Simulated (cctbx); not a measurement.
## Symmetry from intensities

Cell: a = 7.7340 Å, b = 7.7340 Å, c = 3.4950 Å, α = 90.00°, β = 90.00°, γ = 90.00°. Expected content of the cell: Tm4 In2 Ru4.

The data are simulated with cctbx, not measured: Mo Kα, λ = 0.71073 Å, to d = 0.77 Å, 80 % of the full sphere, strongest reflection 40000 counts, noise from counting, a 3 % proportional error and a noise floor of 15 counts (s.d.); no absorption.

Tests on the unmerged data give:

```text
1527 reflections to d = 0.771 A
centring   violations  <I/sigma> of those
    A        587 of   746     17.1
    B        589 of   743     17.2
    C        548 of   753     15.3
    I        606 of   745     17.3
    R        808 of  1023     17.2
    F        862 of  1121     16.5
Laue class    unique    Rint  (classes that these axes allow; Friedel mates merged)
P -1              909   0.022
P 1 2/m 1         513   0.025
P 1 1 2/m         549   0.025
P 2/m 1 1         514   0.024
P m m m           319   0.026
P 4/m             280   0.027
P 4/m m m         175   0.028
space group    extra absences  I>4sigma  <I/sigma>
P 4 2 2                 0          0         -  acentric
P 4 21 2               15          0       0.2  acentric
P 4 m m                 0          0         -  acentric
P 4 b m               121          0      -0.1  acentric
P -4 2 m                0          0         -  acentric
P -4 21 m              15          0       0.2  acentric
P -4 m 2                0          0         -  acentric
P -4 b 2              121          0      -0.1  acentric
P 4/m m m               0          0         -  centric
P 4/m b m             121          0      -0.1  centric
Wilson B = 1.49 A^2   <|E^2-1|> = 0.761 (0.968 centric, 0.736 acentric)   E^2>4: 0.6 %
shell (A)         n   <I/sigma>
 7.73 - 1.54     32     42.4
 1.54 - 1.22     20     62.2
 1.22 - 1.07     23     37.9
 1.07 - 0.97     20     56.8
 0.97 - 0.90     22     43.2
 0.90 - 0.85     17     34.8
 0.85 - 0.81     22     46.9
 0.81 - 0.77     19     40.9
```

**Question.** What are the lattice type, the Laue class and the likely space group?

Every centring test has many violations, so the lattice is primitive.

Rint stays low (0.022 to 0.028) up to P 4/m m m, the highest class in these axes.

10 settings pass the absence test. The most absences obeyed, 121, belong to P 4 b m, P -4 b 2 and P 4/m b m, which absences can't tell apart.

⟨|E²−1|⟩ = 0.761 leans to a non-centrosymmetric structure. Here that hint misleads: the statistic assumes many like atoms on general positions, and few, heavy or special-position atoms break it. The Wilson B of 1.49 Å² means U ≈ 0.0189 Å².

The true group is P4/mbm (no. 127), Laue class 4/mmm, centrosymmetric. The tables only narrow the choice to the tied entries; cell content, site symmetry and trial solutions must settle it.

This is a model crystal, built by substitution and not relaxed, with assumed displacement parameters.

[Logs are printed without paths, hosts, clocks, repeated set-up lines and the standing remarks that a program may print on its own settings, such as how far it seeks lower states.]
